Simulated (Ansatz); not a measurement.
## BaMg2AsP (built on the sites of a database entry of BaMg2P2): from the cell to its phonons

The cell of BaMg2AsP (built on the sites of a database entry of BaMg2P2) is at rest. What are its phonons? After the zone centre comes a 3×3×2 q mesh on a 6×6×4 k mesh.

Calculated with Ansatz 0.2.0; DFT LDA, scalar-relativistic, plane waves, PAW.

The structure was built from a prototype and need not be the compound's stable phase.

### Step 1. Starting point

Symmetry: P3m1, No. 156, trigonal system. The conventional cell has a = 4.358 Å, b = 4.358 Å, c = 7.501 Å, α = 90.00°, β = 90.00°, γ = 120.00°. Nearest to Ba lie 3 P at 3.23 Å and 3 As at 3.25 Å. Nearest to Mg lie 3 P at 2.62 Å and 1 As at 2.68 Å. Nearest to Mg lie 1 P at 2.60 Å and 3 As at 2.65 Å. Nearest to As lie 4 Mg at 2.65 to 2.68 Å and 3 Ba at 3.25 Å. Nearest to P lie 4 Mg at 2.60 to 2.62 Å and 3 Ba at 3.23 Å. Farther neighbours are not listed.

As a file:

```cif
data_structure
_symmetry_space_group_name_H-M 'P 1'
_symmetry_Int_Tables_number 1
_cell_length_a 4.3584
_cell_length_b 4.3584
_cell_length_c 7.5006
_cell_angle_alpha 90.000
_cell_angle_beta 90.000
_cell_angle_gamma 120.000
_cell_volume 123.39
loop_
_atom_site_label
_atom_site_type_symbol
_atom_site_fract_x
_atom_site_fract_y
_atom_site_fract_z
_atom_site_occupancy
Ba1 Ba 0.00000 0.00000 0.00434 1
Mg2 Mg 0.66667 0.33333 0.37235 1
Mg3 Mg 0.33333 0.66667 0.62031 1
As4 As 0.66667 0.33333 0.72968 1
P5 P 0.33333 0.66667 0.27332 1
```

### Step 2. Linear response at the zone centre

The cell comes from relaxations at this level that are not shown. The zone centre comes first: it holds the modes that light can see, as far as symmetry allows. The response to a homogeneous field gives the Born charges and the dielectric tensor.

Input file input.yaml:

```yaml
crystal:
  lattice:
    - [4.3584411462, -2.857e-06, 0.0]
    - [-2.1792180989, 3.774522182, 0.0]
    - [0.0, 0.0, 7.5005619047]
  atoms:
    - { symbol: Ba, position: [0.0, 0.0, 0.0043372039] }
    - { symbol: Mg, position: [0.6666666667, 0.3333333333, 0.3723536137] }
    - { symbol: Mg, position: [0.3333333333, 0.6666666667, 0.6203148749] }
    - { symbol: As, position: [0.6666666667, 0.3333333333, 0.7296768787] }
    - { symbol: P, position: [0.3333333333, 0.6666666667, 0.2733174288] }
kpoints:
  mp_grid: { grid: [6, 6, 4] }
hamiltonian:
  xc: lda
scf:
  occupations: { method: fixed }
output:
  eigenvalues: true
phonons:
  method: dfpt
  dielectric: true
  rigid_motions: translations
```

The run is started by

```
$ ansatz run input.yaml --threads 8 --pin off --max-ram 14336MiB --backend cpu --events-out ev --progress --plain --runs-dir out
```

Numbers of over 12 decimals in the logs are rounded to 6 here.

Output:

```text
Engine: ansatz 0.2.0, x86_64-unknown-linux-gnu
Pseudopotentials: kind: paw
Pseudopotential: Ba, paw, valence charge 10, recommended cutoff 420 eV (normal), Ba.paw.azcp
Pseudopotential: Mg, paw, valence charge 10, recommended cutoff 420 eV (normal), Mg.paw.azcp
Pseudopotential: As, paw, valence charge 15, recommended cutoff 420 eV (normal), As.paw.azcp
Pseudopotential: P, paw, valence charge 5, recommended cutoff 420 eV (normal), P.paw.azcp
Functional definition: SPW92
  exchange = slater_x
  correlation = pw_c
Crystal: 5 atoms, lattice volume = 123.392 Å³
Basis set: ecut = 420 eV, 2431 PW (Γ), exchange–correlation on 60×60×108 points (8 copies of the dense FFT grid, shifted against one another)
Bands: 30, of which v1, the nominal top of the filled ones, is band 25 counted from 1 (24 counted from 0)
Symmetry: 6 space group operations
k-points: 47 of 144 (irreducible under 2 space group operations, time reversal used)
Non-local potential: Ba, projectors of the file, l = 0: 3, l = 1: 2, l = 2: 2, l = 3: 2
Non-local potential: Mg, projectors of the file, l = 0: 3, l = 1: 2, l = 2: 1
Non-local potential: As, projectors of the file, l = 0: 2, l = 1: 2, l = 2: 3, l = 3: 1
Non-local potential: P, projectors of the file, l = 0: 2, l = 1: 2, l = 2: 2
PAW form: soft (Blöchl's): semilocal exchange-correlation on the pseudo side does not see the compensation charge
PAW frozen core: Ba, regenerated for the run's functional, and the local potential with it (the file was generated under x = pbe(κ = 0.804, μ = 0.219515), c = pbe(β = 0.066725))
PAW frozen core: Mg, regenerated for the run's functional, and the local potential with it (the file was generated under x = pbe(κ = 0.804, μ = 0.219515), c = pbe(β = 0.066725))
PAW frozen core: As, regenerated for the run's functional, and the local potential with it (the file was generated under x = pbe(κ = 0.804, μ = 0.219515), c = pbe(β = 0.066725))
PAW frozen core: P, regenerated for the run's functional, and the local potential with it (the file was generated under x = pbe(κ = 0.804, μ = 0.219515), c = pbe(β = 0.066725))
PAW one-centre angular grid: Ba, 194 points (default); XC on 64 Gauss nodes
PAW one-centre angular grid: Mg, 110 points (default); XC on 64 Gauss nodes
PAW one-centre angular grid: As, 590 points (default); XC on 64 Gauss nodes
PAW one-centre angular grid: P, 110 points (default); XC on 64 Gauss nodes
Initial density: superposition of atomic densities (neutral atoms: chi_scale 0, normalization atom), corrected by the library's trained network
Initial wavefunctions: pseudopotential atomic-orbital guess
Functional: x = slater, c = lda
SCF iter   1: F=—  HF=-15087.358692 eV  |F-HF|=—  |Δ(HF+E_count)|=         —  Δρ=5.53e-3  dr2=3.12e-2  ethr=1.77e-3  ⟨swp⟩=5.0  Hψ=5329  notcnv=0  defer=128
preconditioner: auto → Resta (q_TF=auto, 2.347 Å⁻¹)  ε∞=3.8  [insulator: Δε(μ)=0.977 eV  Ē_g=9.347 eV  n_scr=22 (ndim 8)  ℏωp=15.7 eV  f_vac=0.010  ε∞_Penn≈3.8]
SCF iter   2: F=—  HF=-15087.345501 eV  |F-HF|=—  |Δ(HF+E_count)|=   1.32e-2  Δρ=2.49e-3  dr2=6.82e-3  ethr=6.25e-5  ⟨swp⟩=2.6  Hψ=3087  notcnv=0  defer=141
SCF iter   3: F=—  HF=-15087.343718 eV  |F-HF|=—  |Δ(HF+E_count)|=   1.78e-3  Δρ=6.53e-4  dr2=5.68e-4  ethr=1.36e-5  ⟨swp⟩=3.9  Hψ=2701  notcnv=0  defer=141
SCF iter   4: F=—  HF=-15087.343661 eV  |F-HF|=—  |Δ(HF+E_count)|=   5.70e-5  Δρ=1.46e-4  dr2=1.24e-4  ethr=1.14e-6  ⟨swp⟩=2.1  Hψ=1727  notcnv=0  defer=141
SCF iter   5: F=—  HF=-15087.343639 eV  |F-HF|=—  |Δ(HF+E_count)|=   2.12e-5  Δρ=4.39e-5  dr2=3.36e-6  ethr=2.49e-7  ⟨swp⟩=2.1  Hψ=2438  notcnv=0  defer=139
SCF iter   6: F=—  HF=-15087.343641 eV  |F-HF|=—  |Δ(HF+E_count)|=   1.47e-6  Δρ=8.01e-6  dr2=1.30e-7  ethr=6.72e-9  ⟨swp⟩=2.0  Hψ=2003  notcnv=0  defer=136
SCF iter   7: F=—  HF=-15087.343641 eV  |F-HF|=—  |Δ(HF+E_count)|=   3.31e-8  Δρ=2.13e-6  dr2=1.18e-8  ethr=2.60e-10  ⟨swp⟩=2.4  Hψ=2151  notcnv=0  defer=137
SCF iter   8: F=—  HF=-15087.343641 eV  |F-HF|=—  |Δ(HF+E_count)|=   1.08e-9  Δρ=7.38e-7  dr2=1.45e-9  ethr=2.35e-11  ⟨swp⟩=2.0  Hψ=2534  notcnv=0  defer=137
SCF iter   9: F=-15087.343641 eV  HF=-15087.343641 eV  |F-HF|=7.28e-11  |Δ(HF+E_count)|=  3.02e-10  Δρ=1.63e-7  dr2=6.20e-11  ethr=1.00e-12  ⟨swp⟩=15.9  Hψ=13747  notcnv=0
SCF 1 converged in 9 iterations: F = -15087.343641 eV  dr2 = 6.20e-11
  greatest PAW one-centre occupation: 1.000 electrons in one spin orbital (limit 2), on the Mg atom at site 2 (counted from 0), in its partial waves of l = 1
DFPT response loops at Γ: preconditioner auto → Resta (q_TF=auto, 2.347 Å⁻¹)  ε∞=7.8 (no band partly filled); β = 1.00, the filter's whole step (`scf.mixing.beta` (0.50) is not read by the response loops at its default; to damp them type it under 1.00, their step now; it binds the ground state too); Broyden in place of MSR1
── the response to a field inside a basis, on 10×10×6 k-points: an SCF that follows is theirs, and a resumed run solves both again ──
Bands: 26, of which v1, the nominal top of the filled ones, is band 25 counted from 1 (24 counted from 0)
k-points: 165 of 600 (irreducible under 2 space group operations, time reversal used)
Initial density: handed on by an earlier stage of this run
Initial wavefunctions: pseudopotential atomic-orbital guess (no wavefunctions were taken with the density)
Eigensolver: Dense (165 Hₖ)
SCF iter   1: F=—  HF=-15087.336972 eV  |F-HF|=—  |Δ(HF+E_count)|=         —  Δρ=1.45e-4  dr2=4.25e-5  ethr=1.00e-1
preconditioner: auto → Resta (q_TF=auto, 2.347 Å⁻¹)  ε∞=5.0  [insulator: Δε(μ)=1.050 eV  Ē_g=7.860 eV  n_scr=22 (ndim 8)  ℏωp=15.7 eV  f_vac=0.008  ε∞_Penn≈5.0]
SCF iter   2: F=—  HF=-15087.336963 eV  |F-HF|=—  |Δ(HF+E_count)|=   8.49e-6  Δρ=7.71e-5  dr2=8.56e-6  ethr=8.49e-8
SCF iter   3: F=—  HF=-15087.336962 eV  |F-HF|=—  |Δ(HF+E_count)|=   1.07e-6  Δρ=2.49e-5  dr2=1.07e-6  ethr=1.71e-8
SCF iter   4: F=-15087.336962 eV  HF=-15087.336962 eV  |F-HF|=1.31e-8  |Δ(HF+E_count)|=   1.56e-7  Δρ=7.16e-6  dr2=9.85e-8  ethr=2.13e-9
SCF 1 converged in 4 iterations: F = -15087.336962 eV  dr2 = 9.85e-8
DFPT response loops at Γ: preconditioner auto → Resta (q_TF=auto, 2.347 Å⁻¹)  ε∞=7.5 (no band partly filled); β = 1.00, the filter's whole step (`scf.mixing.beta` (0.50) is not read by the response loops at its default; to damp them type it under 1.00, their step now; it binds the ground state too); Broyden in place of MSR1
WARN: field response: ε∞ stands inside a basis, on 10×10×6 points; the force constants stand on the 6×6×4 k-mesh, whose period is 9.76 times the interband length at k = (0.0000, 0.0000, 0.0000), direct gap 1.755 eV, under 14: take them and everything formed from them as unconverged, and compare with a denser kpoints.mp_grid
SCF converged after 9 iterations
Free energy (F): -15087.343641 eV
Harris-Foulkes:  -15087.343641 eV  (|F-HF|=7.28e-11)
Internal energy: -15087.343641 eV  (E = F + TS)
E sigma→0 (E₀):  -15087.343641 eV
Fermi energy:    6.980938 eV
--- Per-component energies (eV) ---
  E_band       = -973.529725
  E_kinetic    = 498.923930
  E_local      = -6085.025793  (includes V_loc(G=0)·N_el)
  E_nonlocal   = -377.110157
  E_hartree    = 2610.873132
  E_xc         = -367.320179
  E_vxc        = -354.702108  (∫ρ·V_xc dr)
  E_paw        = -7894.083002  (= ΣΔE_a)
  E_vpaw       = 122.637715  (= ΣTr[D̂ρ^β])
  E_aug_tail   = 0.000012  (compensation charges beyond the density's cutoff)
  E_ewald      = -3476.377639
  E_core_change = 2.776056  (= ΣΔE_core)
  E_smearing   = -0.000000  (= −TS)
  E_closure    = -0.000000  (closes the sum)
  Σ components = -15087.343641   (vs F -15087.343641, Δ=0.00e0)
--- Band table (eV; the first three rows and the last of 47) ---
  k-point 0: bands = [... 21 lower, 6.0289, 6.9377, 6.9809, 6.9809, 8.7358, 9.3767, 9.5824, 10.3248, ... 1 higher]
  k-point 1: bands = [... 21 lower, 6.1160, 6.1160, 6.8162, 6.8162, 9.1465, 9.6552, 9.9606, 10.1768, ... 1 higher]
  k-point 2: bands = [... 21 lower, 6.2636, 6.2636, 6.5979, 6.5979, 9.0684, 9.9840, 10.0620, 10.0620, ... 1 higher]
  k-point 46: bands = [... 21 lower, 5.0920, 5.3100, 5.8257, 6.1133, 8.9430, 10.1333, 10.8236, 11.1435, ... 1 higher]
--- Phonons (Γ-DFPT): 10 representative perturbations + reference, on 47 of 144 k-points (Σ response iterations 30) ---
  k mesh reduced under 2 symmetry operations, with k and −k counted as one. Each operation leaves every solved perturbation unchanged. A smaller set is not considered because the run solves the response to a homogeneous field
  ASR residual: 1.128e-4 → 0.000e0 eV/Å²; symmetrization residual: 1.642e-4 eV/Å²
  ASR residual per site (eV/Å²): 4.58e-5 1.07e-5 2.45e-5 2.02e-6 1.13e-4
  Γ frequencies (cm⁻¹): 0.00 0.00 0.00 96.51 96.51 130.27 130.27 132.68 217.47 256.63 259.96 259.96 284.71 284.71 297.24
  ε∞ (high-frequency dielectric tensor):
        9.088063     0.000000     0.000000
        0.000000     9.088063     0.000000
        0.000000     0.000000     9.293172
  ε⁰ (static dielectric tensor: ions relaxed, cell fixed):
       15.449493     0.000000     0.000000
        0.000000    15.449493    -0.000000
        0.000000    -0.000000    17.941673
  ε⁰ − ε∞ (ionic part):
        6.361430     0.000000     0.000000
        0.000000     6.361430    -0.000000
        0.000000    -0.000000     8.648502
  softest optical mode at Γ: 96.51 cm⁻¹; the repairs (sum rule, projections) moved no ω² at Γ by more than (5.34 cm⁻¹)²
  Born effective charges Z* (e; rows j = field, columns β = displacement):
    site 0:
         2.51250    0.00000    0.00000
         0.00000    2.51250   -0.00000
         0.00000   -0.00000    3.20975
    site 1:
         1.77634    0.00000    0.00000
         0.00000    1.77634    0.00000
         0.00000    0.00000    1.75015
    site 2:
         1.74273    0.00000    0.00000
         0.00000    1.74273    0.00000
         0.00000    0.00000    1.62843
    site 3:
        -2.96612   -0.00000   -0.00000
        -0.00000   -2.96612   -0.00000
        -0.00000   -0.00000   -3.18761
    site 4:
        -3.06546   -0.00000   -0.00000
        -0.00000   -3.06546   -0.00000
        -0.00000   -0.00000   -3.40072
  Z* charge neutrality: 6.720e-3 e pre-enforcement
  solved inside a basis spanned on kpoints, on 10×10×6 k-points, its susceptibility summed on 14×14×8: ε∞ is read to err by 3.7e-2, Z* by 2.7e-2 e (field_mesh: kpoints solves on kpoints); Z* is corrected for what the basis lacks
  optical modes at Γ without the LO–TO term, one row a degenerate level:
      ω (cm⁻¹)  modes    IR ((D/Å)²/amu)
         96.51      2             2.7750
        130.27      2             0.3034
        132.68      1             6.2390
        217.47      1             0.1727
        256.63      1             0.2474
        259.96      2            19.2887
        284.71      2            10.9271
        297.24      1            12.2392
  optical modes at Γ + LO–TO along q̂ = [1.0000, 0.0000, 0.0000]:
      ω (cm⁻¹)  modes    IR ((D/Å)²/amu)
         96.51      1             1.3875
        105.11      1             0.5885
        130.27      1             0.1517
        131.19      1             0.1055
        132.68      1             6.2390
        217.47      1             0.1727
        256.63      1             0.2474
        259.96      1             9.6443
[...]
optical modes at Γ + LO–TO along q̂ = [0.0000, 1.0000, 0.0000]:
      ω (cm⁻¹)  modes    IR ((D/Å)²/amu)
[...]
273.28      1             0.8478
        284.71      1             5.4636
        297.24      1            12.2392
        321.94      1            15.1053
  optical modes at Γ + LO–TO along q̂ = [0.0000, 0.0000, 1.0000]:
      ω (cm⁻¹)  modes    IR ((D/Å)²/amu)
         96.51      2             2.7750
        130.27      2             0.3034
        161.07      1             3.0959
        218.09      1             0.1200
        257.14      1             0.0786
        259.96      2            19.2887
        284.71      2            10.9271
        338.57      1            15.6039
```

Elapsed: 36 s, on 8 threads of Intel Xeon 6975P-C (Granite Rapids), shared host; peak memory 1.8 GiB; 4.1 min of CPU time.

In the SCF lines HF is the Harris–Foulkes energy and dr2 the Hartree energy of the density residual, in eV; the loop may stop once dr2 is under the threshold and the program's other checks hold. Hψ counts applications of the Hamiltonian.

Numbers from this step:

```yaml
gap_on_the_k_mesh: 0.9967 eV
volume_per_atom: 24.68 Å³
sum_rule_residual_before_enforcement: 1.13e-4 eV/Å²
miss_of_the_charge_sum_rule: 0.006720 e
estimated_error_of_the_dielectric_tensor: 0.03700
estimated_error_of_the_born_charges: 0.02738 e
point_group: 3m
highest_optical_mode_at_the_zone_centre_no_lo_to_term: 297.2 cm⁻¹
lowest_optical_zone_centre_mode: 96.51 cm⁻¹
mean_high_frequency_dielectric_constant: 9.156
largest_born_charge_third_of_the_trace: -3.177 e
mean_static_dielectric_constant: 16.28
top_of_the_zone_centre_spectrum_with_the_field: 338.6 cm⁻¹
```

Without the LO-TO term. Patterns of degenerate modes are one choice out of their space. The modes at Γ (shares of kinetic energy by element, %):

```tsv
mode	frequency (cm⁻¹)	symmetry	Ba %	Mg %	As %	P %
1	0.0	acoustic	47	17	26	11
2	0.0	acoustic	47	17	26	11
3	0.0	acoustic	47	17	26	11
4	96.5	E	49	13	37	1
5	96.5	E	49	13	37	1
6	130.3	E	4	35	18	43
7	130.3	E	4	35	18	43
8	132.7	A1	48	2	44	6
9	217.5	A1	3	21	28	48
10	256.6	A1	0	97	2	1
11	260.0	E	0	75	18	7
12	260.0	E	0	75	18	7
13	284.7	E	0	60	1	39
14	284.7	E	0	60	1	39
15	297.2	A1	2	63	1	34
```

Displacements in mode 4 (96.5 cm⁻¹), the largest set to 1:
```
Ba1 -0.02  0.86  0.00
Mg2  0.01 -0.43  0.00
Mg3  0.02 -0.97  0.00
As4  0.02 -1.00  0.00
P5   0.01 -0.28  0.00
```

Displacements in mode 8 (132.7 cm⁻¹), the largest set to 1:
```
Ba1  0.00  0.00  0.77
Mg2  0.00  0.00 -0.26
Mg3  0.00  0.00 -0.27
As4  0.00  0.00 -1.00
P5   0.00  0.00 -0.60
```

Optical modes at the zone centre, without and with the macroscopic field of the longitudinal modes; each column is sorted by frequency, so a row need not hold one and the same mode. Modes with and without the field, by row:

```tsv
rank among optical modes	no field (cm⁻¹)	q along (1, 0, 0) (cm⁻¹)	q along (0, 0, 1) (cm⁻¹)
1	96.5	96.5	96.5
2	96.5	105.1	96.5
3	130.3	130.3	130.3
4	130.3	131.2	130.3
5	132.7	132.7	161.1
6	217.5	217.5	218.1
7	256.6	256.6	257.1
8	260	260	260
9	260	273.3	260
10	284.7	284.7	284.7
11	284.7	297.2	284.7
12	297.2	321.9	338.6
```

Born charge (rows field, columns displacement) (e), principal values of the symmetric part by kind of site:

```tsv
atom	atoms with these values	low	middle	high	mean
Ba1	1	2.51	2.51	3.21	2.74
Mg2	1	1.75	1.78	1.78	1.77
Mg3	1	1.63	1.74	1.74	1.70
As4	1	-3.19	-2.97	-2.97	-3.04
P5	1	-3.40	-3.07	-3.07	-3.18
```

In full for As4:

```
-2.97  0.00  0.00
 0.00 -2.97  0.00
 0.00  0.00 -3.19
```

High-frequency dielectric tensor:

```
9.09 0.00 0.00
0.00 9.09 0.00
0.00 0.00 9.29
```

Static dielectric tensor (ions relaxed, fixed cell):

```
15.45  0.00  0.00
 0.00 15.45  0.00
 0.00  0.00 17.94
```

Transverse modes. Infrared lines, with heights relative to the strongest:

```tsv
position (cm⁻¹)	label	relative intensity
96	E	14
130	E	1.6
133	A1	32
218	A1	0.9
257	A1	1.3
260	E	100
285	E	57
297	A1	63
```

Before it was imposed, the acoustic sum rule was missed by 1.1e-4 eV/Å² and the charge sum rule by 0.0067 e. Small misses are needed for a sound result but don't prove that mesh and cutoff are converged. The lowest optical mode is real, 96.5 cm⁻¹.

The log warns of the k mesh: “the force constants stand on the 6×6×4 k-mesh, whose period is 9.76 times the interband length at k = (0.0000, 0.0000, 0.0000), direct gap 1.755 eV, under 14: take them and everything formed from them as unconverged”.

(Part 1 of 3 ends here.)

[Logs are printed without paths, hosts, clocks, repeated set-up lines and the standing remarks that a program may print on its own settings, such as how far it seeks lower states.]

[Hosts, paths, dates, database ids (printed as entryN), source tags and the programs' standing remarks are cut or masked in the printed files.]
